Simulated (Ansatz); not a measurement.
# ThTi2O6 (C2/m): phonons and vibrational spectra

Wanted: phonon frequencies of ThTi2O6 (C2/m) and what follows from them.

Main program and level: Ansatz 0.2.0; DFT PBEsol, scalar-relativistic, plane waves, PAW.

**Measured values to reproduce.**

For ThTi2O6, brannerite (monoclinic) (polished polycrystalline ceramic), “A multimodal X-ray spectroscopy investigation of uranium speciation in ThTi2O6 compounds with the brannerite structure” (2023, pmc:10406819) gives, by Raman spectroscopy, 532 nm: Raman mode (Ag symmetric stretch of TiO6 octahedra) 765 cm⁻¹ [band has a weak broad shoulder near 780 cm-1].

### 1. Set-up

Symmetry: C2/m, No. 12, monoclinic system. Conventional cell: a = 9.822 Å, b = 3.824 Å, c = 7.036 Å, α = 90.00°, β = 118.84°, γ = 90.00°. Th has 8 O at 2.34 to 2.96 Å nearest. Ti has 6 O at 1.83 to 2.20 Å nearest. Nearest to O lie 3 Ti at 1.94 to 2.20 Å and 1 Th at 2.96 Å. Nearest to O lie 2 Ti at 1.83 to 2.06 Å and 1 Th at 2.34 Å. Nearest to O lie 1 Ti at 1.83 Å and 2 Th at 2.36 Å. Farther neighbours and most contacts between anions are not listed.

### 2. Rough relaxation

A rough relaxation comes first, because large forces or stress need no tight tolerances yet.

Contents of input.yaml:

```yaml
crystal:
  lattice:
    - [4.911, -1.912, 0.0]
    - [4.911, 1.912, 0.0]
    - [-3.3939224909, 0.0, 6.1633258981]
  atoms:
    - { symbol: Th, position: [0.0, 0.0, 0.0] }
    - { symbol: Ti, position: [0.822, 0.822, 0.3945] }
    - { symbol: Ti, position: [0.178, 0.178, 0.6055] }
    - { symbol: O, position: [0.298, 0.298, 0.411] }
    - { symbol: O, position: [0.702, 0.702, 0.589] }
    - { symbol: O, position: [0.974, 0.974, 0.314] }
    - { symbol: O, position: [0.026, 0.026, 0.686] }
    - { symbol: O, position: [0.66, 0.66, 0.117] }
    - { symbol: O, position: [0.34, 0.34, 0.883] }
kpoints:
  mp_grid: { grid: [6, 6, 4] }
hamiltonian:
  xc: pbesol
scf:
  occupations: { method: gaussian, width: 0.1 }
output:
  forces: true
  stress: true
  eigenvalues: true
relax:
  adjacent_minimum: "off"
  f_tol: 0.05
  max_steps: 80
  cell: { stress_tol: 0.5, fix: [volume] }
```

The run is started by

```
$ ansatz run input.yaml --threads 16 --pin off --max-ram 61440MiB --backend cuda --events-out ev --progress --plain --runs-dir out
```

Numbers of over 12 decimals in the logs are rounded to 6 here.

What it wrote:

```text
The last accepted step is kept in <dir> (removed where the run ends without a failure and the disk answers)
Engine: ansatz 0.2.0, aarch64-unknown-linux-gnu
Pseudopotentials: kind: paw
Pseudopotential: Th, paw, valence charge 12, recommended cutoff 420 eV (normal), Th.paw.azcp
Pseudopotential: Ti, paw, valence charge 12, recommended cutoff 420 eV (normal), Ti.paw.azcp
Pseudopotential: O, paw, valence charge 6, recommended cutoff 420 eV (normal), O.paw.azcp
Functional definition: PBEsol
  exchange = pbesol_x
  correlation = pbesol_c
[...]
- [4.941341, -1.912390, -0.023775]
    - [4.941341, 1.912390, -0.023775]
    - [-3.444729, -2.3890485001364355e-18, 6.140806]
  atoms:
    - { symbol: Th, position: [0, 0, -1.3291118923621353e-19] }
    - { symbol: Ti, position: [0.823082, 0.823082, 0.393669] }
    - { symbol: Ti, position: [0.176918, 0.176918, 0.606331] }
    - { symbol: O, position: [0.276559, 0.276559, 0.403199] }
    - { symbol: O, position: [0.723441, 0.723441, 0.596801] }
    - { symbol: O, position: [0.974674, 0.974674, 0.310586] }
    - { symbol: O, position: [0.025326, 0.025326, 0.689414] }
    - { symbol: O, position: [0.654276, 0.654276, 0.109211] }
    - { symbol: O, position: [0.345724, 0.345724, 0.890789] }
```

Elapsed: 8.3 s, on 1 × NVIDIA GB200 with 16 threads of Arm Neoverse V2, shared host; peak memory 1.1 GiB.

Relaxation path:

```csv
step,energy less that of the first step (eV),largest force component (eV/Å),pressure (GPa),volume (Å³)
1,0.0000,1.3214,-1.26,115.75
2,-0.2446,0.4048,-1.13,115.75
3,-0.3091,0.3064,-1.39,115.75
4,-0.3346,0.1317,-1.81,115.75
5,-0.3393,0.1928,-2.18,115.75
6,-0.3427,0.0553,-1.86,115.75
7,-0.3435,0.0288,-1.98,115.75
8,-0.3437,0.0289,-1.97,115.75
```

The log counts 1 steps on a newly chosen plane-wave basis, not all of them marked here; energy and pressure can jump at such steps.

Forces are held to the 4 operations that the run works with; a distortion that breaks them can't arise in this run.

```csv
cell as run,before,after,change
a (Å),5.270,5.299,+0.5 %
b (Å),5.270,5.299,+0.5 %
c (Å),7.036,7.041,+0.1 %
α (°),116.71,117.40,+0.6 %
β (°),116.71,117.40,+0.6 %
γ (°),42.54,42.31,-0.5 %
volume (Å³/atom),12.86,12.86,+0.0 %
```

The atoms that moved most (Å, as changes of fractional coordinates times the final cell):

```csv
atom,dx,dy,dz,length
O5,0.185,0.000,0.047,0.191
O4,-0.185,0.000,-0.047,0.191
O8,-0.030,0.000,-0.048,0.056
O9,0.030,0.000,0.048,0.056
O6,0.018,0.000,-0.021,0.028
O7,-0.018,0.000,0.021,0.028
Ti3,-0.014,0.000,0.005,0.015
Ti2,0.014,0.000,-0.005,0.015
```

Numbers from this step:

- pressure: -1.966 GPa
- gap on the k-mesh: 3.044 eV
- volume per atom: 12.86 Å³
- direct gap on mesh: 3.257 eV

In this step the volume went from 12.86 to 12.86 Å³/atom.

### 3. Bringing the structure to rest

The volume is held at the value of the starting cell, while the atoms and the shape relax as far as symmetry allows.

Contents of input.yaml:

```yaml
crystal:
  lattice:
    - [4.941340871, -1.9123902784, -0.0237753901]
    - [4.941340871, 1.9123902784, -0.0237753901]
    - [-3.4447288526, 0.0, 6.1408061036]
  atoms:
    - { symbol: Th, position: [0.0, 0.0, 0.0] }
    - { symbol: Ti, position: [0.8230816813, 0.8230816813, 0.393668764] }
    - { symbol: Ti, position: [0.1769183187, 0.1769183187, 0.606331236] }
    - { symbol: O, position: [0.2765590088, 0.2765590088, 0.4031988086] }
    - { symbol: O, position: [0.7234409912, 0.7234409912, 0.5968011914] }
    - { symbol: O, position: [0.9746736725, 0.9746736725, 0.3105858808] }
    - { symbol: O, position: [0.0253263275, 0.0253263275, 0.6894141192] }
    - { symbol: O, position: [0.6542763651, 0.6542763651, 0.1092107363] }
    - { symbol: O, position: [0.3457236349, 0.3457236349, 0.8907892637] }
kpoints:
  mp_grid: { grid: [6, 6, 4] }
hamiltonian:
  xc: pbesol
scf:
  occupations: { method: gaussian, width: 0.02 }
output:
  forces: true
  stress: true
  eigenvalues: true
relax:
  adjacent_minimum: "off"
  f_tol: 0.005
  max_steps: 80
  cell: { stress_tol: 0.05, fix: [volume] }
```

What it wrote:

```text
[...]
Crystal: 9 atoms, lattice volume = 115.745 Å³
Basis set: ecut = 420 eV, 2257 PW (Γ), exchange–correlation on 72×72×96 points (8 copies of the dense FFT grid, shifted against one another)
Bands: 45, of which v1, the nominal top of the filled ones, is band 36 counted from 1 (35 counted from 0)
Symmetry: 4 space group operations
[...]
- { symbol: Ti, position: [0.823363, 0.823363, 0.394046] }
    - { symbol: Ti, position: [0.176637, 0.176637, 0.605954] }
    - { symbol: O, position: [0.276611, 0.276611, 0.403385] }
    - { symbol: O, position: [0.723389, 0.723389, 0.596615] }
    - { symbol: O, position: [0.974708, 0.974708, 0.310702] }
    - { symbol: O, position: [0.025292, 0.025292, 0.689298] }
    - { symbol: O, position: [0.654186, 0.654186, 0.109053] }
    - { symbol: O, position: [0.345814, 0.345814, 0.890947] }
[key lines of the parts left out:]
SCF converged after 5 iterations
Free energy (F): -21384.247551 eV
Fermi energy:    9.804824 eV
P = ⅓ Tr σ = -1.9818 GPa (-19.818 kbar)
```

Wall time 6.2 s (1 × NVIDIA GB200 with 16 threads); peak memory 1.2 GiB; 12 s of CPU time.

The steps of the relaxation:

```csv
step,energy less that of the first step (eV),largest force component (eV/Å),pressure (GPa),volume (Å³)
1,0.0000,0.0289,-1.97,115.75
2,-0.0001,0.0225,-1.96,115.75
3,-0.0002,0.0125,-1.96,115.75
4,-0.0002,0.0049,-1.98,115.75
5,-0.0002,0.0048,-1.98,115.75
```

The log counts 1 steps on a newly chosen plane-wave basis, not all of them marked here; energy and pressure can jump at such steps.

The run keeps the 4 symmetry operations that it works with, so distortions that break them were not tested.

```csv
cell as run,before,after,change
a (Å),5.299,5.303,+0.1 %
b (Å),5.299,5.303,+0.1 %
c (Å),7.041,7.046,+0.1 %
α (°),117.40,117.50,+0.1 %
β (°),117.40,117.50,+0.1 %
γ (°),42.31,42.25,-0.1 %
volume (Å³/atom),12.86,12.86,+0.0 %
```

The relaxed structure:

```cif
data_structure
_symmetry_space_group_name_H-M 'P 1'
_symmetry_Int_Tables_number 1
_cell_length_a 5.3029
_cell_length_b 5.3029
_cell_length_c 7.0455
_cell_angle_alpha 117.502
_cell_angle_beta 117.502
_cell_angle_gamma 42.251
_cell_volume 115.75
loop_
_atom_site_label
_atom_site_type_symbol
_atom_site_fract_x
_atom_site_fract_y
_atom_site_fract_z
_atom_site_occupancy
Th1 Th 0.00000 0.00000 0.00000 1
Ti2 Ti 0.82336 0.82336 0.39405 1
Ti3 Ti 0.17664 0.17664 0.60595 1
O4 O 0.27661 0.27661 0.40339 1
O5 O 0.72339 0.72339 0.59661 1
O6 O 0.97471 0.97471 0.31070 1
O7 O 0.02529 0.02529 0.68930 1
O8 O 0.65419 0.65419 0.10905 1
O9 O 0.34581 0.34581 0.89095 1
```

Numbers from this step:

| Property | Result |
| --- | --- |
| pressure | -1.982 GPa |
| gap on the k-mesh | 3.041 eV |
| direct gap on mesh | 3.258 eV |

In this step the volume went from 12.86 to 12.86 Å³/atom.

### 4. Tight relaxation

At the same fixed volume the relaxation is repeated with tight tolerances, on the k mesh and occupations of the phonon run that follows.

Contents of input.yaml:

```yaml
crystal:
  lattice:
    - [4.9464025981, -1.91122154, -0.0278599117]
    - [4.9464025981, 1.91122154, -0.0278599117]
    - [-3.4533318224, 0.0, 6.1411563061]
  atoms:
    - { symbol: Th, position: [0.0, 0.0, 0.0] }
    - { symbol: Ti, position: [0.8233626922, 0.8233626922, 0.3940461832] }
    - { symbol: Ti, position: [0.1766373078, 0.1766373078, 0.6059538168] }
    - { symbol: O, position: [0.2766106801, 0.2766106801, 0.4033850157] }
    - { symbol: O, position: [0.7233893199, 0.7233893199, 0.5966149843] }
    - { symbol: O, position: [0.9747078055, 0.9747078055, 0.3107016253] }
    - { symbol: O, position: [0.0252921945, 0.0252921945, 0.6892983747] }
    - { symbol: O, position: [0.6541863431, 0.6541863431, 0.1090530862] }
    - { symbol: O, position: [0.3458136569, 0.3458136569, 0.8909469138] }
kpoints:
  mp_grid: { grid: [8, 8, 4] }
hamiltonian:
  xc: pbesol
scf:
  occupations: { method: fixed }
output:
  forces: true
  stress: true
  eigenvalues: true
relax:
  adjacent_minimum: "off"
  f_tol: 0.001
  max_steps: 60
  cell: { stress_tol: 0.01, fix: [volume] }
```

What it wrote:

```text
[...]
Crystal: 9 atoms, lattice volume = 115.745 Å³
Basis set: ecut = 420 eV, 2253 PW (Γ), exchange–correlation on 72×72×96 points (8 copies of the dense FFT grid, shifted against one another)
Bands: 45, of which v1, the nominal top of the filled ones, is band 36 counted from 1 (35 counted from 0)
Symmetry: 4 space group operations
[...]
- { symbol: Ti, position: [0.823378, 0.823378, 0.394078] }
    - { symbol: Ti, position: [0.176622, 0.176622, 0.605922] }
    - { symbol: O, position: [0.276594, 0.276594, 0.403369] }
    - { symbol: O, position: [0.723406, 0.723406, 0.596631] }
    - { symbol: O, position: [0.974677, 0.974677, 0.310702] }
    - { symbol: O, position: [0.025323, 0.025323, 0.689298] }
    - { symbol: O, position: [0.654198, 0.654198, 0.109051] }
    - { symbol: O, position: [0.345802, 0.345802, 0.890949] }
[key lines of the parts left out:]
SCF converged after 5 iterations
Free energy (F): -21384.247507 eV
Fermi energy:    8.327184 eV
P = ⅓ Tr σ = -1.9810 GPa (-19.810 kbar)
```

Elapsed: 8.5 s, on 1 × NVIDIA GB200 with 16 threads; peak memory 1.2 GiB; 18 s of CPU time.

Little changed from the start: no atom moved by 0.005 Å and no cell edge by 0.1 %.

This step gave:

```yaml
pressure: -1.981 GPa
gap_on_the_k_mesh: 2.998 eV
```

The largest force component left is 0.12 meV/Å. The volume is held at 12.86 Å³/atom, so a pressure of -1.98 GPa remains at this level.

[end of part 1 of 3]

[Logs are printed without paths, hosts, clocks, repeated set-up lines and the standing remarks that a program may print on its own settings, such as how far it seeks lower states.]

[Hosts, paths, dates, database ids (printed as entryN), source tags and the programs' standing remarks are cut or masked in the printed files.]
